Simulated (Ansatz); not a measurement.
# AgB (hypothetical, Pm-3m): phonons against volume, part 2 of 5

Aim: how the vibrations of AgB (hypothetical) shift with volume, and the expansion that follows. The crystal structure is hypothetical: it was made by swapping elements on a known structure type.

Ansatz 0.2.0; DFT PBEsol, scalar-relativistic, plane waves, PAW.

So far. Step 2 (A first coarse run): The start is under -16 GPa at this level and looks like a metal on this mesh.

**4. Relaxation**

The vibrations must be taken about the equilibrium of this functional, not about the starting cell, so the structure is relaxed.

Contents of input.yaml:

```yaml
crystal:
  lattice:
    - [2.8545046699, 0.0, 0.0]
    - [0.0, 2.8545046699, 0.0]
    - [0.0, 0.0, 2.8545046699]
  atoms:
    - { symbol: B, position: [0.5, 0.5, 0.5] }
    - { symbol: Ag, position: [0.0, 0.0, 0.0] }
kpoints:
  mp_grid: { grid: [14, 14, 14] }
hamiltonian:
  xc: pbesol
scf:
  occupations: { method: gaussian, width: 0.1 }
output:
  forces: true
  stress: true
  eigenvalues: true
  write_density: true
  write_potential: true
  elf: true
  volumetric_format: npy
relax:
  adjacent_minimum: "off"
  f_tol: 0.005
  max_steps: 80
  cell: { stress_tol: 0.05 }
```

Launch:

```bash
ansatz run input.yaml --threads 4 --pin off --max-ram 8192MiB --backend cpu --events-out ev --progress --plain --runs-dir out
```

Numbers of over 12 decimals in the logs are rounded to 6 here.

Log:

```text
[...]
Crystal: 2 atoms, lattice volume = 23.259 Å³
Basis set: ecut = 420 eV, 461 PW (Γ), exchange–correlation on 40×40×40 points (8 copies of the dense FFT grid, shifted against one another)
Bands: 15, of which v1, the nominal top of the filled ones, is band 11 counted from 1 (10 counted from 0)
Symmetry: 48 space group operations
[...]
k-points: 120 of 2744
[...]
SCF iter   1: F=—  HF=-7672.295065 eV  |F-HF|=—  |Δ(HF+E_count)|=         —  Δρ=1.07e-2  dr2=2.15e-2  ethr=1.77e-3  ⟨swp⟩=4.1  Hψ=7961  notcnv=0
[...]
SCF iter   6: F=-7672.288408 eV  HF=-7672.288408 eV  |F-HF|=2.82e-11  |Δ(HF+E_count)|=   1.36e-9  Δρ=4.48e-7  dr2=3.53e-11  ethr=2.11e-11  ⟨swp⟩=4.5  Hψ=9116  notcnv=0
SCF 1 converged in 6 iterations: F = -7672.288408 eV  dr2 = 3.53e-11
[...]
relax step   1: F+E_penalty+E_count = -7672.28840811 eV  Δ(F+E_penalty+E_count) = +0.000e0 eV  max|allowed force component| = 6.903e-31 eV/Å  Δτ_max = 0.0000 Å  P = +1.064 GPa  Ω = 23.259 Å³  (6 SCF iters, dr2 threshold 1.00e-7 eV, accepted)
Crystal: 2 atoms, lattice volume = 23.449 Å³
[...]
SCF iter   6: F=-7672.288832 eV  HF=-7672.288832 eV  |F-HF|=2.73e-12  |Δ(HF+E_count)|=  2.46e-11  Δρ=8.34e-8  dr2=4.05e-13  ethr=1.00e-12  ⟨swp⟩=3.4  Hψ=7500  notcnv=0
SCF 2 converged in 6 iterations: F = -7672.288832 eV  dr2 = 4.05e-13
relax step   2: F+E_penalty+E_count = -7672.28883170 eV  Δ(F+E_penalty+E_count) = -4.236e-4 eV  max|allowed force component| = 5.916e-31 eV/Å  Δτ_max = 0.0000 Å  P = -0.120 GPa  Ω = 23.449 Å³  energy of the carried Pulay correction = -1.331e-4 eV  (6 SCF iters, dr2 threshold 2.00e-7 eV, accepted)
Crystal: 2 atoms, lattice volume = 23.430 Å³
[...]
SCF iter   6: F=-7672.288852 eV  HF=-7672.288852 eV  |F-HF|=1.82e-12  |Δ(HF+E_count)|=  1.82e-12  Δρ=8.80e-9  dr2=4.41e-15  ethr=1.00e-12  ⟨swp⟩=3.0  Hψ=6206  notcnv=0
SCF 3 converged in 6 iterations: F = -7672.288852 eV  dr2 = 4.41e-15
relax step   3: F+E_penalty+E_count = -7672.28885249 eV  Δ(F+E_penalty+E_count) = -2.079e-5 eV  max|allowed force component| = 2.219e-31 eV/Å  Δτ_max = 0.0000 Å  P = -0.001 GPa  Ω = 23.430 Å³  energy of the carried Pulay correction = -1.196e-4 eV  (6 SCF iters, accepted)
[...]
SCF iter   8: F=-7672.288965 eV  HF=-7672.288965 eV  |F-HF|=0.00e0  |Δ(HF+E_count)|=  1.82e-12  Δρ=2.36e-11  dr2=4.18e-20  ethr=1.00e-12  ⟨swp⟩=1.0  Hψ=4081  notcnv=0
SCF 4 converged in 8 iterations: F = -7672.288965 eV  dr2 = 4.18e-20
relax step   4: F+E_penalty+E_count = -7672.28896507 eV  Δ(F+E_penalty+E_count) = -1.126e-4 eV  max|allowed force component| = 1.150e-31 eV/Å  Δτ_max = 0.0000 Å  P = +0.002 GPa  Ω = 23.430 Å³  stress off target by 2.17e-3 GPa  SCF on the basis re-selected at this cell (its energy is not comparable with the rows above)  (8 SCF iters)
basis re-selected at this cell: Δ(F+E_penalty+E_count) = -1.126e-4 eV, ΔP = +0.003 GPa vs the last step (what re-selecting the basis moved, of the pressure what is left beyond the Pulay correction that the steps carried, after the strain that the cell walked since its last selection, with what the two solves' SCF thresholds leave and, on support functions, any second-order correction that the steps lacked; it is no m [...]
SCF converged after 8 iterations
Free energy (F): -7672.288965 eV
[...]
Internal energy: -7672.283600 eV  (E = F + TS)
E sigma→0 (E₀):  -7672.286282 eV
Entropy (-TS):   -0.005365 eV (-2.683 meV/atom)
Fermi energy:    16.727093 eV
[...]
--- Stress (GPa, compression-positive) ---
        0.002166      -0.000000      -0.000000
       -0.000000       0.002166      -0.000000
       -0.000000      -0.000000       0.002166
  P = ⅓ Tr σ = 0.0022 GPa (0.022 kbar)
--- Band table (eV; the first three rows and the last of 120) ---
  k-point 0: bands = [... 7 lower, 11.9555, 11.9555, 11.9555, 18.4988, 18.4988, 18.4988, 25.4427, 29.0015]
  k-point 1: bands = [... 7 lower, 11.8791, 11.8791, 11.9606, 18.1252, 18.6406, 18.6406, 25.6087, 28.9200]
  k-point 2: bands = [... 7 lower, 11.6772, 11.6772, 11.9747, 17.2163, 19.0361, 19.0361, 25.9267, 28.6909]
  k-point 119: bands = [... 7 lower, 12.8257, 12.8257, 14.0888, 19.2939, 19.2939, 19.2939, 20.8933, 20.8933]
--- Relaxed structure (3 steps of the walk, 3 accepted, 1 SCFs on fresh bases) ---
[...]
cell:  # Å, volume = 23.4301 Å³
    - [2.861483, 0, 0]
    - [0, 2.861483, 0.0]
    - [0, 0.0, 2.861483]
  atoms:
    - { symbol: B, position: [0.5, 0.5, 0.5] }
    - { symbol: Ag, position: [0, 0, 0] }
```

Run time: 2.9 s. Hardware: 4 threads of Arm Neoverse V1, shared host; peak memory 0.39 GiB; 10 s of CPU time.

Step by step:

| step | energy less that of the first step (eV) | largest force component (eV/Å) | pressure (GPa) | volume (Å³) |
| --- | --- | --- | --- | --- |
| 1 | 0.0000 | 0.0000 | 1.06 | 23.26 |
| 2 | -0.0004 | 0.0000 | -0.12 | 23.45 |
| 3 | -0.0004 | 0.0000 | 0.00 | 23.43 |
| 4* | -0.0006 | 0.0000 | 0.00 | 23.43 |

Relaxation steps marked * repeat the geometry before them on a plane-wave basis chosen anew for their cell, so energy and pressure can jump there.

Forces are held to the 48 operations that the run works with; a distortion that breaks them can't arise in this run.

| conventional cell, symmetrised | before | after | change |
| --- | --- | --- | --- |
| a (Å) | 2.855 | 2.861 | +0.2 % |
| b (Å) | 2.855 | 2.861 | +0.2 % |
| c (Å) | 2.855 | 2.861 | +0.2 % |
| volume (Å³/atom) | 11.63 | 11.72 | +0.7 % |

Final coordinates:

```xyz
2
Lattice="2.8615 0.0000 0.0000 0.0000 2.8615 0.0000 0.0000 0.0000 2.8615" Properties=species:S:1:pos:R:3 pbc="T T T"
B     1.4307    1.4307    1.4307
Ag    0.0000    0.0000    0.0000
```

Numbers from this step:

- pressure: 0.002166 GPa
- volume per atom: 11.72 Å³

Electrostatic potential energy in the ac plane at fractional y = 0.500, with atoms of B within 0.2 Å of it. With pseudopotentials it is smooth inside the atoms' cores, unlike the true potential.

Ten even steps from '_' (-42 eV) to '@' (18 eV):
```
@@@@@@@@@@@@@@@@@@@@@@@@@@@@@@
@@@@@@@@@@@@@@@@@@@@@@@@@@@@@@
@@@@@@@@@@@@@@%%%%@@@@@@@@@@@@
@@@@@@@@@@%%########%%@@@@@@@@
@@@@@@@@%%##==----==##%%@@@@@@
@@@@@@@@##==..____..==##@@@@@@
@@@@@@%%##--________--##%%@@@@
@@@@@@%%##--________--##%%@@@@
@@@@@@@@##==..____..==##@@@@@@
@@@@@@@@%%##==----==##%%@@@@@@
@@@@@@@@@@%%########%%@@@@@@@@
@@@@@@@@@@@@@@%%%%@@@@@@@@@@@@
@@@@@@@@@@@@@@@@@@@@@@@@@@@@@@
@@@@@@@@@@@@@@@@@@@@@@@@@@@@@@
@@@@@@@@@@@@@@@@@@@@@@@@@@@@@@
```
Columns run along a (2.9 Å; values clipped at the 3rd and 97th percentile), rows up along c (2.9 Å). Atoms in or near the plane, at fractional coordinates: B at (0.50, 0.50).

ELF in the ac plane at fractional y = 0.500, with atoms of B within 0.2 Å of it. It is the smooth field of the valence electrons, not physical close to the nuclei.

Ten even steps from '0' (0.01) to '9' (0.68):
```
222233444433222
222345666654322
223468999986432
234689999998643
335899866899853
346998411489964
346996100169964
346996100169964
346998411489964
335899866899853
234689999998643
223468999986432
222345666654322
222233444433222
222223333332222
```
Columns run along a (2.9 Å), rows up along c (2.9 Å). Atoms in or near the plane, at fractional coordinates: B at (0.50, 0.50).

Valence density in the ac plane at fractional y = 0.500, with atoms of B within 0.2 Å of it. It is the smooth field of the valence electrons, not physical close to the nuclei.

Values in e/Å³, 15 rows by 15 columns:
```
0.24 0.24 0.23 0.21 0.21 0.20 0.20 0.20 0.20 0.20 0.20 0.21 0.21 0.23 0.24
0.23 0.23 0.22 0.23 0.23 0.24 0.25 0.26 0.26 0.25 0.24 0.23 0.23 0.22 0.23
0.21 0.21 0.23 0.25 0.27 0.31 0.34 0.35 0.35 0.34 0.31 0.27 0.25 0.23 0.21
0.20 0.21 0.23 0.27 0.33 0.40 0.46 0.49 0.49 0.46 0.40 0.33 0.27 0.23 0.21
0.19 0.20 0.24 0.31 0.40 0.50 0.56 0.58 0.58 0.56 0.50 0.40 0.31 0.24 0.20
0.19 0.20 0.25 0.34 0.46 0.56 0.57 0.50 0.50 0.57 0.56 0.46 0.34 0.25 0.20
0.18 0.20 0.26 0.35 0.49 0.58 0.50 0.34 0.34 0.50 0.58 0.49 0.35 0.26 0.20
0.18 0.20 0.26 0.35 0.49 0.58 0.50 0.34 0.34 0.50 0.58 0.49 0.35 0.26 0.20
0.19 0.20 0.25 0.34 0.46 0.56 0.57 0.50 0.50 0.57 0.56 0.46 0.34 0.25 0.20
0.19 0.20 0.24 0.31 0.40 0.50 0.56 0.58 0.58 0.56 0.50 0.40 0.31 0.24 0.20
0.20 0.21 0.23 0.27 0.33 0.40 0.46 0.49 0.49 0.46 0.40 0.33 0.27 0.23 0.21
0.21 0.21 0.23 0.25 0.27 0.31 0.34 0.35 0.35 0.34 0.31 0.27 0.25 0.23 0.21
0.23 0.23 0.22 0.23 0.23 0.24 0.25 0.26 0.26 0.25 0.24 0.23 0.23 0.22 0.23
0.24 0.24 0.23 0.21 0.21 0.20 0.20 0.20 0.20 0.20 0.20 0.21 0.21 0.23 0.24
0.25 0.24 0.23 0.21 0.20 0.19 0.19 0.18 0.18 0.19 0.19 0.20 0.21 0.23 0.24
```
Columns run along a (2.9 Å), rows up along c (2.9 Å). Atoms in or near the plane, at fractional coordinates: B at (0.50, 0.50).

The relaxation ends with a pressure of 0.00 GPa.

**5. Relaxing to small residual forces and stress**

The thresholds are tightened for a last relaxation ahead of the phonons, and where mesh or smearing change with them the cell follows.

Contents of input.yaml:

```yaml
crystal:
  lattice:
    - [2.8614831537, 0.0, 0.0]
    - [0.0, 2.8614831537, 0.0]
    - [0.0, 0.0, 2.8614831537]
  atoms:
    - { symbol: B, position: [0.5, 0.5, 0.5] }
    - { symbol: Ag, position: [0.0, 0.0, 0.0] }
kpoints:
  mp_grid: { grid: [16, 16, 16] }
hamiltonian:
  xc: pbesol
scf:
  occupations: { method: methfessel_paxton, width: 0.2 }
output:
  forces: true
  stress: true
  eigenvalues: true
relax:
  adjacent_minimum: "off"
  f_tol: 0.001
  max_steps: 60
  cell: { stress_tol: 0.01 }
```

Log:

```text
[...]
Crystal: 2 atoms, lattice volume = 23.430 Å³
Basis set: ecut = 420 eV, 461 PW (Γ), exchange–correlation on 40×40×40 points (8 copies of the dense FFT grid, shifted against one another)
Bands: 15, of which v1, the nominal top of the filled ones, is band 11 counted from 1 (10 counted from 0)
Symmetry: 48 space group operations
[...]
k-points: 165 of 4096
[...]
k-point 164: bands = [... 7 lower, 12.8393, 12.8393, 14.0991, 19.3069, 19.3069, 19.3069, 20.9071, 20.9071]
--- Relaxed structure (3 steps of the walk, 3 accepted, 1 SCFs on fresh bases) ---
[...]
cell:  # Å, volume = 23.4162 Å³
    - [2.860920, 0, 0]
    - [0, 2.860920, 0]
    - [0, 0, 2.860920]
  atoms:
    - { symbol: B, position: [0.5, 0.5, 0.5] }
    - { symbol: Ag, position: [0, 0, 0] }
[key lines of the parts left out:]
SCF converged after 4 iterations
Free energy (F): -7672.288166 eV
Fermi energy:    16.745522 eV
P = ⅓ Tr σ = -0.0004 GPa (-0.004 kbar)
```

The job ended after 3.2 s (4 threads; peak memory 0.41 GiB).

Little changed from the start: no atom moved by 0.005 Å and no cell edge by 0.1 %.

Numbers from this step:

| Item | Value |
| --- | --- |
| pressure | -4.05e-4 GPa |
| volume per atom | 11.71 Å³ |

The residual pressure is -4.0e-4 GPa, small enough for phonons.

(Continued in part 3 of 5.)

[Logs are printed without paths, hosts, clocks, repeated set-up lines and the standing remarks that a program may print on its own settings, such as how far it seeks lower states.]

[Hosts, paths, dates, database ids (printed as entryN), source tags and the programs' standing remarks are cut or masked in the printed files.]

[A step with changed settings may run another functional than the one named; its input shows which.]

[Of the runs on displaced cells, only some may be shown.]
